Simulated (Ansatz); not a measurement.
# Phonons of Be2Al (built on the sites of a database entry of Be2B) against volume

Does Be2Al (built on the sites of a database entry of Be2B) expand much on heating, by its phonons?

Method: DFT PBEsol, scalar-relativistic, plane waves, PAW, in Ansatz 0.2.0.

Report form: the programs' logs are mostly left out.

The structure was built from a prototype and need not be the compound's stable phase.

## (1) Set-up

Symmetry: Fm-3m, No. 225, cubic system. Conventional cell: a = 5.450 Å, b = 5.450 Å, c = 5.450 Å, α = 90.00°, β = 90.00°, γ = 90.00°. Nearest to Be lie 4 Al at 2.36 Å. Al has 8 Be at 2.36 Å nearest. Farther neighbours are not listed.

## (2) Phonons on a q mesh

The cell comes from relaxations at this level that are not shown. Stability and thermal properties need the whole zone. Linear response on a 4×4×4 q mesh gives force constants as far as a supercell of that size would.

Input file input.yaml:

```yaml
crystal:
  lattice:
    - [0.0, 2.72517104, 2.72517104]
    - [2.72517104, 0.0, 2.72517104]
    - [2.72517104, 2.72517104, 0.0]
  atoms:
    - { symbol: Be, position: [0.25, 0.25, 0.25] }
    - { symbol: Be, position: [0.75, 0.75, 0.75] }
    - { symbol: Al, position: [0.0, 0.0, 0.0] }
kpoints:
  mp_grid: { grid: [12, 12, 12] }
hamiltonian:
  xc: pbesol
scf:
  occupations: { method: methfessel_paxton, width: 0.15 }
output:
  eigenvalues: true
phonons:
  method: dfpt
  qmesh: [4, 4, 4]
  temperatures: { t_max: 1000, t_step: 50 }
  qpath:
    path:
      - [[0.0, 0.0, 0.0], [0.5, 0.0, 0.5], [0.625, 0.25, 0.625]]
      - [[0.375, 0.375, 0.75], [0.0, 0.0, 0.0], [0.5, 0.5, 0.5], [0.5, 0.25, 0.75], [0.5, 0.0, 0.5]]
    npoints: 10
```

Run with:

```bash
$ ansatz run input.yaml --threads 4 --pin off --max-ram 7168MiB --backend cpu --events-out ev --progress --plain --runs-dir out
```

Wall time 97 s (4 threads of Arm Neoverse V1, shared host); peak memory 1.4 GiB.

This step gave:

```
volume per atom                                         : 13.49 Å³
gap on the k-mesh                                       : 0 eV
sum-rule residual before enforcement                    : 2.00e-5 eV/Å²
lowest frequency on the path                            : -206.2 cm⁻¹
point group                                             : m-3m
highest frequency on the path or at a solved wavevector : 486.4 cm⁻¹
highest optical mode at the zone centre (no LO-TO term) : 483.6 cm⁻¹
lowest optical zone-centre mode                         : 279.0 cm⁻¹
lowest mode on the q mesh (acoustic modes at Γ apart)   : -206.2 cm⁻¹
```

Frequencies (cm⁻¹) solved at each irreducible wavevector; negative means imaginary. Frequencies by wavevector, by row:

```tsv
q in reciprocal lattice units	star	mode 1	mode 2	mode 3	mode 4	mode 5	mode 6	mode 7	mode 8	mode 9
0 0 0	1	0	0	0	279	279	279	483.6	483.6	483.6
0 0 0.25	8	-72.3	-72.3	96.8	286.5	286.5	353.1	430.2	481.9	481.9
0 0 -0.5	4	-112.6	-112.6	208.3	339.3	339.3	397.7	462.1	472.3	472.3
0 0.25 0.25	6	-122.8	-122.8	171.3	327.1	327.1	360.8	413.3	478	478
0 0.25 -0.5	24	-145.7	-110	192.1	355.1	366.5	402.9	451	468.7	475
0 0.25 -0.25	12	-96.2	-76	137	320.7	362.1	416	416.7	477.3	482.1
0 -0.5 -0.5	3	-173.1	-173.1	254.6	288	398.1	398.1	451.2	451.2	464.7
0.25 -0.5 -0.25	6	-206.2	144.9	144.9	328.5	419.2	448.7	448.7	452.1	455.3
```

Symmetry leaves 8 wavevectors to solve. The lowest mode among them, the acoustic zeros apart, lies at q = (0.25, -0.5, -0.25) and is imaginary, 206.2i cm⁻¹, so the energy falls along it.

## (3) Relaxing at another volume, volume ratio 0.97

The volume is scaled by 0.97 and held; symmetry leaves nothing to relax, so this is a single point. The modes can then be followed against volume.

input.yaml, the sections that differ from step 2:

```yaml
crystal:
  lattice:
    - [0.0, 2.6976421777, 2.6976421777]
    - [2.6976421777, 0.0, 2.6976421777]
    - [2.6976421777, 2.6976421777, 0.0]
  atoms:
    - { symbol: Be, position: [0.25, 0.25, 0.25] }
    - { symbol: Be, position: [0.75, 0.75, 0.75] }
    - { symbol: Al, position: [0.0, 0.0, 0.0] }
output:
  forces: true
  stress: true
  eigenvalues: true
  write_density: true
  write_potential: true
  elf: true
  volumetric_format: npy
# kpoints, hamiltonian, scf: as in step 2
# phonons: removed
```

Elapsed: 1.3 s, on 4 threads; peak memory 0.31 GiB; 3 s of CPU time.

Numbers from this step:

| Property | Result |
| --- | --- |
| pressure | 2.498 GPa |
| volume per atom | 13.09 Å³ |

Electrostatic potential energy in the ac plane of a cell with a along [110], b along [-110] and c along [001] of the cube at fractional y = 0.000, with atoms of Be and Al within 0.2 Å of it. With pseudopotentials it is smooth inside the atoms' cores, unlike the true potential.

Ten even steps from '0' (-39 eV) to '9' (10 eV), each cell a mean:
```
756888886676578888756
567876787655687667865
788720278878885115888
998610168999984004899
999742489999986336899
999987899999998788999
999999999999999999999
999998999999999889999
999876789999998668999
999720379999985115899
898610168989884004899
678742478766786336876
657887886565678778765
866899986687578998757
```
Columns run along a (7.6 Å; values clipped at the 3rd and 97th percentile), rows up along c (5.4 Å), edges of the conventional cell, whose origin can differ from the input's. Atoms in or near the plane, at fractional coordinates: Be at (0.25, 0.25), Be at (0.75, 0.25), Be at (0.25, 0.75), Be at (0.75, 0.75), Al at (0.00, 0.00), Al at (0.50, 0.00).

Valence density in the ac plane of a cell with a along [110], b along [-110] and c along [001] of the cube at fractional y = 0.000, with atoms of Be and Al within 0.2 Å of it. It is the smooth field of the valence electrons, not physical close to the nuclei.

Ten even steps from '_' (0.03 e/Å³) to '@' (0.27 e/Å³), each cell a mean:
```
..==%%@@####%%@@%%==..::**@@%%####%%@@**::
++##@@@@%%##%%@@@@##++**@@@@@@%%%%@@@@@@**
##%%%%@@**==##@@%%%%####%%@@%%++++%%@@%%##
==++**##==..++##**++====++##**::::****++==
..::--++******++--::..::--==********==--::
__..::==**##**==::..____..--++####++--..__
____..--++##++--..______..::==****==::____
____..--**##**--..______..::++##**++::..__
....::++**##**==::......::--**####**--::..
::--==**++==++**==--::--==++**====**++==--
++**##%%++..++%%##**++****%%##::--####****
##%%@@@@%%**%%@@@@%%####@@@@@@**##@@@@@@##
--**@@@@%%##%%@@@@**--==%%@@%%%%%%@@@@%%==
..--%%%%######@@%%--..::++@@%%####%%@@++..
```
Columns run along a (7.6 Å), rows up along c (5.4 Å), edges of the conventional cell, whose origin can differ from the input's. Atoms in or near the plane, at fractional coordinates: Be at (0.25, 0.25), Be at (0.75, 0.25), Be at (0.25, 0.75), Be at (0.75, 0.75), Al at (0.00, 0.00), Al at (0.50, 0.00).

ELF in the ac plane of a cell with a along [110], b along [-110] and c along [001] of the cube at fractional y = 0.000, with atoms of Be and Al within 0.2 Å of it. It is the smooth field of the valence electrons, not physical close to the nuclei.

Ten even steps from '_' (0.00) to '@' (0.75), each cell a mean:
```
....##@@@@%%@@@@##::..__==@@@@%%%%@@@@==..
--**@@@@##++##@@@@**--==%%@@%%++++%%@@%%==
##%%@@##::__::##@@%%####@@@@++__..++@@@@##
++**##==______==##**++**##**::____::**##**
::--====::..::====--::--====--..::--====--
__..::==**##**++::..__..::--++****++--::..
____::++##%%##++::______..--**%%%%**--..__
____::++##%%##++::______..--**%%%%**--..__
..::--==++======--::....::==++========::..
====++==..__..==++======++++::____::++++==
**##%%++..__..++%%##**##%%##--____--##%%##
**%%@@%%==::==%%@@%%****@@@@**::::##@@@@##
..==%%@@%%##%%@@%%--..::**@@@@####@@@@**::
....**@@@@@@@@@@**......--%%@@@@@@@@%%--..
```
Columns run along a (7.6 Å), rows up along c (5.4 Å), edges of the conventional cell, whose origin can differ from the input's. Atoms in or near the plane, at fractional coordinates: Be at (0.25, 0.25), Be at (0.75, 0.25), Be at (0.25, 0.75), Be at (0.75, 0.75), Al at (0.00, 0.00), Al at (0.50, 0.00).

## (4) Phonons at the other volume, volume ratio 0.97

The phonons are repeated at this volume on the same k and q meshes.

input.yaml, the sections that differ from step 3:

```yaml
output:
  eigenvalues: true
phonons:
  method: dfpt
  qmesh: [4, 4, 4]
  temperatures: { t_max: 1000, t_step: 50 }
  qpath:
    path:
      - [[0.0, 0.0, 0.0], [0.5, 0.0, 0.5], [0.625, 0.25, 0.625]]
      - [[0.375, 0.375, 0.75], [0.0, 0.0, 0.0], [0.5, 0.5, 0.5], [0.5, 0.25, 0.75], [0.5, 0.0, 0.5]]
    npoints: 10
# crystal, kpoints, hamiltonian, scf: as in step 3
```

Wall time 97 s (4 threads); peak memory 1.4 GiB; 6.1 min of CPU time.

Numbers from this step:

```
sum-rule residual before enforcement                    : 1.88e-5 eV/Å²
lowest frequency on the path                            : -212.1 cm⁻¹
highest frequency on the path or at a solved wavevector : 507.1 cm⁻¹
highest optical mode at the zone centre (no LO-TO term) : 503.2 cm⁻¹
lowest optical zone-centre mode                         : 301.5 cm⁻¹
lowest mode on the q mesh (acoustic modes at Γ apart)   : -212.1 cm⁻¹
```

Frequencies (cm⁻¹) solved at each irreducible wavevector; negative means imaginary. Frequencies by wavevector, by row:

```tsv
q in reciprocal lattice units	star	mode 1	mode 2	mode 3	mode 4	mode 5	mode 6	mode 7	mode 8	mode 9
0 0 0	1	0	0	0	301.5	301.5	301.5	503.2	503.2	503.2
0 0 0.25	8	-73.3	-73.3	102.8	307.4	307.4	371.3	449.9	502.4	502.4
0 0 -0.5	4	-115.7	-115.7	211.4	357.8	357.8	413.7	482.3	493.4	493.4
0 0.25 0.25	6	-123.8	-123.8	179.2	346.5	346.5	378	432.3	498.7	498.7
0 0.25 -0.5	24	-149.9	-115.7	199	372.3	383.9	421.2	469.3	490.4	496
0 0.25 -0.25	12	-100.4	-70.3	136.9	339.5	379.3	433.2	437	498	503.6
0 -0.5 -0.5	3	-177.7	-177.7	273.6	297.3	414.5	414.5	473.9	473.9	480.9
0.25 -0.5 -0.25	6	-212.1	146.6	146.6	347.3	435.2	469.4	469.4	471.5	475.3
```

The highest optical mode at the zone centre (no LO-TO term) is 503.2 cm⁻¹, +19.7 cm⁻¹ against the base run.

## (5) Relaxing at another volume, volume ratio 1.03

The volume is scaled by 1.03 and held; symmetry leaves nothing to relax, so this is a single point. The modes can then be followed against volume.

input.yaml, the sections that differ from step 4:

```yaml
crystal:
  lattice:
    - [0.0, 2.7521546864, 2.7521546864]
    - [2.7521546864, 0.0, 2.7521546864]
    - [2.7521546864, 2.7521546864, 0.0]
  atoms:
    - { symbol: Be, position: [0.25, 0.25, 0.25] }
    - { symbol: Be, position: [0.75, 0.75, 0.75] }
    - { symbol: Al, position: [0.0, 0.0, 0.0] }
output:
  forces: true
  stress: true
  eigenvalues: true
# kpoints, hamiltonian, scf: as in step 4
# phonons: removed
```

Elapsed: 0.63 s, on 4 threads; peak memory 0.31 GiB; 1.8 s of CPU time.

This step gave:

```
pressure        : -2.192 GPa
volume per atom : 13.90 Å³
```

The run ends at a pressure of -2.19 GPa.

## (6) Phonons at the other volume, volume ratio 1.03

input.yaml, the sections that differ from step 5:

```yaml
output:
  eigenvalues: true
phonons:
  method: dfpt
  qmesh: [4, 4, 4]
  temperatures: { t_max: 1000, t_step: 50 }
  qpath:
    path:
      - [[0.0, 0.0, 0.0], [0.5, 0.0, 0.5], [0.625, 0.25, 0.625]]
      - [[0.375, 0.375, 0.75], [0.0, 0.0, 0.0], [0.5, 0.5, 0.5], [0.5, 0.25, 0.75], [0.5, 0.0, 0.5]]
    npoints: 10
# crystal, kpoints, hamiltonian, scf: as in step 5
```

The job ended after 99 s (4 threads; peak memory 1.5 GiB).

This step gave:

```yaml
sum_rule_residual_before_enforcement: 2.26e-5 eV/Å²
lowest_frequency_on_the_path: -200.6 cm⁻¹
highest_frequency_on_the_path_or_at_a_solved_wavevector: 466.4 cm⁻¹
highest_optical_mode_at_the_zone_centre_no_lo_to_term: 464.6 cm⁻¹
lowest_optical_zone_centre_mode: 256.6 cm⁻¹
lowest_mode_on_the_q_mesh_acoustic_modes_at_gamma_apart: -200.6 cm⁻¹
```

The highest optical mode at the zone centre (no LO-TO term) is 464.6 cm⁻¹, -18.9 cm⁻¹ against the base run.

## (7) Grüneisen parameters

The Grüneisen parameter of a mode is minus the logarithmic change of its frequency with volume, −d ln ω / d ln V; weighted by heat capacity it gives the expansion.

Numbers from this step:

```yaml
bulk_modulus: 78.1 GPa
```

Phonon branches along the path, in cm⁻¹:

```tsv
point	branch 1	branch 2	branch 3	branch 4	branch 5	branch 6	branch 7	branch 8	branch 9
Γ	0	0	0	279	279	279	484	484	484
halfway	-123	-123	171	327	327	361	413	478	478
X	-173	-173	255	288	398	398	451	451	465
halfway	-172	-169	270	280	393	419	450	455	464
U	-154	-146	236	317	378	448	450	462	464
jump to K	-154	-146	236	317	378	448	450	462	464
halfway	-68	-63	62	291	344	372	416	474	486
Γ	0	0	0	279	279	279	484	484	484
halfway	-72	-72	97	286	286	353	430	482	482
L	-113	-113	208	339	339	398	462	472	472
halfway	-148	91	150	349	376	398	464	471	475
W	-206	145	145	328	419	449	449	452	455
halfway	-194	-128	250	297	407	421	452	455	462
X	-173	-173	255	288	398	398	451	451	465
```

The same for volume x 0.97:

```tsv
point	branch 1	branch 2	branch 3	branch 4	branch 5	branch 6	branch 7	branch 8	branch 9
Γ	0	0	0	302	302	302	503	503	503
X	-178	-178	274	297	414	414	474	474	481
U	-159	-151	242	336	395	468	470	479	486
K	-159	-151	242	336	395	468	470	479	486
Γ	0	0	0	302	302	302	503	503	503
L	-116	-116	211	358	358	414	482	493	493
W	-212	147	147	347	435	470	470	472	475
X	-178	-178	274	297	414	414	474	474	481
```

The same for volume x 1.03:

```tsv
point	branch 1	branch 2	branch 3	branch 4	branch 5	branch 6	branch 7	branch 8	branch 9
Γ	0	0	0	257	257	257	465	465	465
X	-169	-169	236	279	382	382	430	430	449
U	-149	-140	231	299	362	426	433	442	445
K	-149	-140	231	299	362	426	433	442	445
Γ	0	0	0	257	257	257	465	465	465
L	-110	-110	205	322	322	382	443	452	452
W	-201	143	143	310	404	429	429	430	440
X	-169	-169	236	279	382	382	430	430	449
```

## (8) What came out

```yaml
bulk_modulus: 78.1 GPa
```

No expansion is given, because modes are imaginary at one volume or more. The highest optical mode at Γ goes from 503 to 465 cm⁻¹ as the cell grows, a Grüneisen parameter of 1.33. Branches are matched by rank, so values near crossings are rough. With no gap, or one that is small against the smearing, the frequencies hang on the k mesh and the smearing, most of all near Kohn anomalies. The phonon runs are without spin polarisation, although the cell has an odd electron count. A phonon run warned that its eigensolver left some bands unconverged in a pass. The starting cell was built on a prototype and not taken from a measurement, so the phase need not exist.

[Logs are printed without paths, hosts, clocks, repeated set-up lines and the standing remarks that a program may print on its own settings, such as how far it seeks lower states.]

[Hosts, paths, dates, database ids (printed as entryN), source tags and the programs' standing remarks are cut or masked in the printed files.]
